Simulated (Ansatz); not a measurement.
# Work function of Pb(111): what the settings cost and change, part 2 of 2

How far do functional and pseudopotentials move the work function of Pb(111), and at what cost?

Ansatz 0.2.0; plane-wave DFT, PBE, Ansatz PAW (the session's first sound run).

So far, work function, upper face (eV): step 2 (slab, setting PBE, Ansatz PAW (420 eV)) 3.68; step 4 (PBEsol) 3.77; step 5 (RPBE) 3.52; step 6 (r2SCAN) 3.70; step 7 (PBE JTH) 3.68.

## 8. Run

This step: plane-wave DFT, PBE, norm-conserving (Ansatz 0.2.0).

File input.yaml:

```yaml
crystal:
  lattice:
    - [3.5001785669, 0.0, 0.0]
    - [1.7500892834, 3.0312435567, 0.0]
    - [0.0, 0.0, 35.1473029949]
  atoms:
    - { symbol: Pb, position: [0.0, 0.0, 0.2560651667] }
    - { symbol: Pb, position: [0.3333333333, 0.3333333333, 0.3373767778] }
    - { symbol: Pb, position: [0.6666666667, 0.6666666667, 0.4186883889] }
    - { symbol: Pb, position: [0.0, 0.0, 0.5] }
    - { symbol: Pb, position: [0.3333333333, 0.3333333333, 0.5813116111] }
    - { symbol: Pb, position: [0.6666666667, 0.6666666667, 0.6626232222] }
    - { symbol: Pb, position: [0.0, 0.0, 0.7439348333] }
kpoints:
  mp_grid: { grid: [13, 13, 1] }
hamiltonian:
  xc: pbe
  pseudopotentials: { kind: nc }
scf:
  occupations: { method: fermi_dirac, width: 0.1 }
  convergence: { dr2_threshold: 1.0e-09 }
efield:
  axis: 3
  dipole_correction: true
  ramp_position: 0.97
  ramp_width: 0.06
output:
  write_potential: true
  write_density: true
  volumetric_format: npy
```

Command:

```sh
$ ansatz run input.yaml --threads 4 --pin off --max-ram 6144MiB --backend cpu --events-out ev --progress --plain --runs-dir out
```

What it wrote:

```text
[...]
Crystal: 7 atoms, lattice volume = 372.909 Å³
Basis set: ecut = 850 eV, 20945 PW (Γ)
Bands: 59, of which v1, the nominal top of the filled ones, is band 49 counted from 1 (48 counted from 0)
Symmetry: 6 space group operations
k-points: 21 of 169 (time reversal used)
[...]
k-point 0: bands = [... 45 lower, 4.9282, 6.5658, 7.8701, 8.5003, 8.7444, 9.7069, 10.0064, 10.5399, ... 6 higher]
  k-point 1: bands = [... 45 lower, 5.0012, 6.6202, 7.9331, 8.5743, 8.8105, 9.3610, 9.5975, 9.7152, ... 6 higher]
  k-point 2: bands = [... 45 lower, 5.1729, 6.6313, 7.3687, 7.6497, 7.7564, 8.2542, 8.4041, 8.8494, ... 6 higher]
  k-point 20: bands = [... 45 lower, 2.6645, 2.8842, 3.0547, 3.3299, 3.3776, 3.9248, 3.9364, 4.2949, ... 6 higher]
[key lines of the parts left out:]
SCF converged after 9 iterations
Free energy (F): -15782.481474 eV
Fermi energy:    4.952440 eV
Dipole field:    D = 0.000000 V/Å  (p = 0.000000 e·Å, saw-weighted, corrected)
Work function:   Φ+ = 3.6722 eV   Φ− = 3.6722 eV
```

The job ended after 3.1 min (4 threads of Arm Neoverse N1, shared host; peak memory 2.2 GiB).

The work function is 3.672 eV, -0.003 eV from the run “PBE, Ansatz PAW (420 eV)”, at 5.3 times its CPU time.

## 9. Run

This step: plane-wave DFT, LDA, norm-conserving (Ansatz 0.2.0).

Changes to input.yaml since step 8:

```diff
@@ -16,3 +16,3 @@
 hamiltonian:
-  xc: pbe
+  xc: lda
   pseudopotentials: { kind: nc }
```

What it wrote:

```text
[...]
Crystal: 7 atoms, lattice volume = 372.909 Å³
Basis set: ecut = 761.918815 eV, 17709 PW (Γ)
Bands: 59, of which v1, the nominal top of the filled ones, is band 49 counted from 1 (48 counted from 0)
Symmetry: 6 space group operations
k-points: 21 of 169 (time reversal used)
[...]
k-point 0: bands = [... 45 lower, 4.5686, 6.2186, 7.6524, 8.4138, 8.6573, 9.5728, 9.8495, 10.1369, ... 6 higher]
  k-point 1: bands = [... 45 lower, 4.6403, 6.2693, 7.7009, 8.4799, 8.7218, 8.9811, 9.2167, 9.5277, ... 6 higher]
  k-point 2: bands = [... 45 lower, 4.8064, 6.2622, 7.0074, 7.3062, 7.3896, 7.9037, 8.1518, 8.5441, ... 6 higher]
  k-point 20: bands = [... 45 lower, 2.3301, 2.5526, 2.7183, 2.9946, 3.0410, 3.5870, 3.5927, 3.9528, ... 6 higher]
[key lines of the parts left out:]
SCF converged after 8 iterations
Free energy (F): -13382.779931 eV
Fermi energy:    4.597738 eV
Dipole field:    D = -0.000000 V/Å  (p = -0.000000 e·Å, saw-weighted, corrected)
Work function:   Φ+ = 4.0022 eV   Φ− = 4.0022 eV
```

Run time: 73 s. Hardware: 4 threads; peak memory 1.8 GiB; 4.1 min of CPU time.

The work function is 4.002 eV, +0.327 eV from the run “PBE, Ansatz PAW (420 eV)”, at 2.1 times its CPU time.

## 10. Run, setting PBE, all layers relaxed

This step: plane-wave DFT, PBE, Ansatz PAW (Ansatz 0.2.0).

Changes to input.yaml since step 9:

```diff
@@ -16,4 +16,3 @@
 hamiltonian:
-  xc: lda
-  pseudopotentials: { kind: nc }
+  xc: pbe
 scf:
@@ -26,2 +25,5 @@
   ramp_width: 0.06
+relax:
+  f_tol: 0.01
+  max_steps: 40
 output:
```

What it wrote:

```text
[...]
Crystal: 7 atoms, lattice volume = 372.909 Å³
Basis set: ecut = 420 eV, 7275 PW (Γ), exchange–correlation on 48×48×480 points (8 copies of the dense FFT grid, shifted against one another)
Bands: 59, of which v1, the nominal top of the filled ones, is band 49 counted from 1 (48 counted from 0)
Symmetry: 6 space group operations
[...]
atoms:
    - { symbol: Pb, position: [0, 0, 0.251033] }
    - { symbol: Pb, position: [0.333333, 0.333333, 0.330800] }
    - { symbol: Pb, position: [0.666667, 0.666667, 0.416211] }
    - { symbol: Pb, position: [0, 0, 0.500000] }
    - { symbol: Pb, position: [0.333333, 0.333333, 0.583789] }
    - { symbol: Pb, position: [0.666667, 0.666667, 0.669200] }
    - { symbol: Pb, position: [0, 0, 0.748967] }
[key lines of the parts left out:]
SCF converged after 8 iterations
Free energy (F): -83344.562522 eV
Fermi energy:    4.671424 eV
Dipole field:    D = -0.000000 V/Å  (p = -0.000001 e·Å, saw-weighted, corrected)
Work function:   Φ+ = 3.7190 eV   Φ− = 3.7190 eV
```

Elapsed: 87 s, on 4 threads; peak memory 0.93 GiB; 4.3 min of CPU time.

The relaxation took 3 steps and lowered the energy by 0.042 eV; the largest force on the free atoms ends at 0.0055 eV/Å.

The work function is 3.719 eV, +0.044 eV from the run “PBE, Ansatz PAW (420 eV)”, at 2.2 times its CPU time.

## 11. Run

This step: plane-wave DFT, PBE, fully relativistic PAW with spin-orbit coupling (Ansatz 0.2.0).

Changes to input.yaml since step 10:

```diff
@@ -17,2 +17,3 @@
   xc: pbe
+  pseudopotentials: { kind: paw_fr }
 scf:
@@ -25,5 +26,5 @@
   ramp_width: 0.06
-relax:
-  f_tol: 0.01
-  max_steps: 40
+magnetization:
+  noncollinear: true
+  spin_orbit: true
 output:
```

What it wrote:

```text
[...]
non-collinear run that drives no moment, with spin-orbit: no starting moment large enough to seed its density (crystal.atoms[].spin), no starting occupations that ask for one, no magnetisation constraint and no magnetic field, so the semilocal B_xc is pinned to zero
Crystal: 7 atoms, lattice volume = 372.909 Å³
[...]
k-point 1: bands = [... 94 lower, 7.4366, 7.4366, 8.1131, 8.1131, 8.2957, 8.2957, 8.6109, 8.6109, ... 16 higher]
  k-point 2: bands = [... 94 lower, 6.9473, 6.9473, 7.0793, 7.0793, 7.2532, 7.2532, 7.6652, 7.6652, ... 16 higher]
  k-point 20: bands = [... 94 lower, 2.4843, 2.4843, 2.5910, 2.5910, 3.4826, 3.4826, 3.7140, 3.7140, ... 16 higher]
[key lines of the parts left out:]
SCF converged after 10 iterations
Magnetization: |M| = 0.0000 μB,  M = (+0.0000, +0.0000, +0.0000) μB
Free energy (F): -83615.401230 eV
Fermi energy:    4.596242 eV
Dipole field:    D = -0.000000 V/Å  (p = -0.000000 e·Å, saw-weighted, corrected)
Work function:   Φ+ = 3.7142 eV   Φ− = 3.7142 eV
```

Run time: 5.6 min. Hardware: 4 threads; peak memory 4.1 GiB.

The work function is 3.714 eV, +0.039 eV from the run “PBE, Ansatz PAW (420 eV)”, at 10 times its CPU time.

## 12. Side by side

Times are for 4 threads of Arm Neoverse N1, shared host. Results by setting:

```
no.                                setting  work function, upper face (eV)     time  memory (GiB)
  1               PBE, Ansatz PAW (420 eV)                           3.675     37 s           1.0
  2               LDA, Ansatz PAW (420 eV)                           3.996     38 s           1.0
  3            PBEsol, Ansatz PAW (420 eV)                           3.769     38 s           1.0
  4              RPBE, Ansatz PAW (420 eV)                           3.524     43 s           1.0
  5            r2SCAN, Ansatz PAW (500 eV)                           3.703     88 s           1.8
  6                 PBE, JTH PAW (1800 eV)                           3.677  7.3 min           5.3
  7          PBE, norm-conserving (850 eV)                           3.672  3.1 min           2.2
  8          LDA, norm-conserving (762 eV)                           4.002     73 s           1.8
  9                PBE, all layers relaxed                           3.719     87 s          0.93
 10  PBE with spin-orbit coupling (420 eV)                           3.714  5.6 min           4.1
```

## 13. The same run with other settings

This step: plane-wave DFT, PBE, Ansatz PAW (Ansatz 0.2.0).

An input spoilt on purpose, to show how the run answers: it repeats the earlier run “PBE, Ansatz PAW (420 eV)” with efield.amplitude to 5.0, and scf.max_iter set to 75; its output block differs too.

Changes to input.yaml since step 11:

```diff
@@ -17,3 +17,2 @@
   xc: pbe
-  pseudopotentials: { kind: paw_fr }
 scf:
@@ -21,2 +20,3 @@
   convergence: { dr2_threshold: 1.0e-09 }
+  max_iter: 75
 efield:
@@ -26,5 +26,3 @@
   ramp_width: 0.06
-magnetization:
-  noncollinear: true
-  spin_orbit: true
+  amplitude: 5.0
 output:
```

What it wrote:

```text
[...]
Crystal: 7 atoms, lattice volume = 372.909 Å³
Basis set: ecut = 420 eV, 7275 PW (Γ)
Bands: 59, of which v1, the nominal top of the filled ones, is band 49 counted from 1 (48 counted from 0)
Symmetry: 6 space group operations
k-points: 21 of 169 (time reversal used)
[...]
SCF iter   1: F=—  HF=-83361.840833 eV  |F-HF|=—  |Δ(HF+E_count)|=         —  Δρ=1.45e-2  dr2=6.65e1  ethr=3.10e-3  p=6.100 e·Å  D=2.96e0 V/Å  ΔV_dip=-104.03 eV  dr2_dipole=6.58e-1  V_vac-E_F(+/−)=36.28/1.42 eV  ⟨swp⟩=14.0  Hψ=7948  notcnv=0
[...]
SCF iter  14: F=-83359.692097 eV  HF=-83359.692097 eV  |F-HF|=4.22e-10  |Δ(HF+E_count)|=   2.62e-9  Δρ=3.00e-7  dr2=6.38e-10  ethr=1.02e-12  p=6.093 e·Å  D=2.96e0 V/Å  ΔV_dip=-103.91 eV  dr2_dipole=3.24e-11  V_vac-E_F(+/−)=33.52/-1.02 eV  ⟨swp⟩=15.0  Hψ=7058  notcnv=0
WARN: efield: at this solve's end the planar-averaged density reaches 8.04e-3 e/Å³ inside the ramp window [0.9415, 0.1662] (bound 1e-5 e/Å³); the window's nearer edge stands 3.16 Å from this solve's nearest atom along the axis. Its free energy, forces, stress, dipole, levels and responses can be off, and this figure does not tell by how much. The cell may have no vacuum along `efield.axis`. A short vacuum, a low `basis.ecutwfc` or `basis.ecutrho_ratio` and negative occupations (`scf.occupations.method`) can put density there. See the manual's quickstart, § The vacuum guard
SCF 1 converged in 14 iterations: F = -83359.692097 eV  dr2 = 6.38e-10
[...]
SCF converged after 14 iterations
Free energy (F): -83359.692097 eV
[...]
Internal energy: -83359.548635 eV  (E = F + TS)
E sigma→0 (E₀):  -83359.620366 eV
Entropy (-TS):   -0.143462 eV (-20.495 meV/atom)
Fermi energy:    3.565394 eV
Dipole field:    D = 2.956405 V/Å  (p = 6.092638 e·Å, saw-weighted, corrected)
Work function:   not extracted (applied field tilts the vacuum); planar V_es + V_field profile in the machine report
[...]
Vacuum region:   at the solve's end the planar-averaged density reaches 8.04e-3 e/Å³ inside the ramp window [0.9415, 0.1662] (bound 1e-5 e/Å³)
[...]
--- Band table (eV; the first three rows and the last of 21) ---
  k-point 0: bands = [... 45 lower, 3.2984, 4.6006, 6.1340, 7.8936, 9.1626, 9.1626, 9.3792, 9.3792, ... 6 higher]
  k-point 1: bands = [... 45 lower, 3.3790, 4.6714, 6.1724, 7.8458, 7.9875, 8.2318, 8.6127, 8.7237, ... 6 higher]
  k-point 2: bands = [... 45 lower, 3.5880, 4.8066, 5.9215, 6.0044, 6.3711, 6.8178, 6.9674, 7.5839, ... 6 higher]
  k-point 20: bands = [... 45 lower, 1.3067, 1.5156, 1.7089, 1.9755, 2.0489, 2.5815, 2.6026, 2.9514, ... 6 higher]
```

It took 63 s on 4 threads; peak memory 1 GiB; 3.3 min of CPU time.

In so strong a field the program warns of density in the ramp of the sawtooth; these numbers are not the system's.

## 14. Summary of results

| Quantity | Value |
| --- | --- |
| work function, PBE, Ansatz PAW (420 eV) | 3.675 eV |
| work function, LDA, Ansatz PAW (420 eV) | 3.996 eV |
| work function, RPBE, Ansatz PAW (420 eV) | 3.524 eV |
| work function, r2SCAN, Ansatz PAW (500 eV) | 3.703 eV |
| work function, LDA, norm-conserving (762 eV) | 4.002 eV |
| work function, PBE, all layers relaxed | 3.719 eV |
| work function, PBE with spin-orbit coupling (420 eV) | 3.714 eV |

PBE on the default files gives 3.68 eV, and the settings tried spread the value from 3.52 to 4.00 eV. At one geometry LDA lies 0.32 eV above PBE. The choice of pseudopotentials moves the PBE value by 0.005 eV. Relaxing the layers changes it by +0.044 eV. Spin-orbit coupling, on the fully relativistic files, changes it by +0.04 eV. The ladder's slabs use the tabulated experimental lattice constant (two decimals; a low-temperature value for the alkali metals).

[Long decimals in the printed logs are rounded to 6 places.]

[Logs are printed without paths, hosts, clocks, repeated set-up lines and the standing remarks that a program may print on its own settings, such as how far it seeks lower states.]

[Hosts, paths, dates, database ids (printed as entryN), source tags and the programs' standing remarks are cut or masked in the printed files.]

[Maps of the electrostatic potential energy from Ansatz leave out the sawtooth potential of an applied field or a dipole correction, so their vacuum need not be flat; planar profiles and work functions include it.]
